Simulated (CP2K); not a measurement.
The N K edge of cyanamide was computed by TDDFT (CP2K XAS_TDP, aug-cc-pVTZ, TDA) at these levels: PBE, PBEh(45%) and PBEh(45%) + GW2X. The first three lines of N1 (bonded to C and 2 H) with a strength over 0.0015, energy in eV and strength:

```
run           first          second           third
  1  398.43 (0.005)  399.14 (0.020)  400.33 (0.025)
  2  381.94 (0.002)  382.83 (0.004)  383.17 (0.004)
  3  402.71 (0.005)  403.43 (0.019)  404.61 (0.024)
```

**Question.** Which run is which?

Run 1: PBEh(45%) (45 % exact exchange). Run 2: PBE (0 % exact exchange). Run 3: PBEh(45%) + GW2X (45 % exact exchange). Self-interaction lifts the core level, so the uncorrected lines rise with the share of exact exchange. The GW2X run keeps the spacings of its parent: 0.72 eV between the first two lines in run 3, 0.71 eV in run 1. Its shift is +4.28 eV, since the Kohn–Sham level at this share of exchange lies that far above the quasiparticle level.

[Banner, clock and machine lines of the logs are left out without a mark of their own.]

[Logs are printed without paths, hosts, clocks, repeated set-up lines and the standing remarks that a program may print on its own settings, such as how far it seeks lower states.]

[Hosts, paths, dates, database ids (printed as entryN), source tags and the programs' standing remarks are cut or masked in the printed files.]
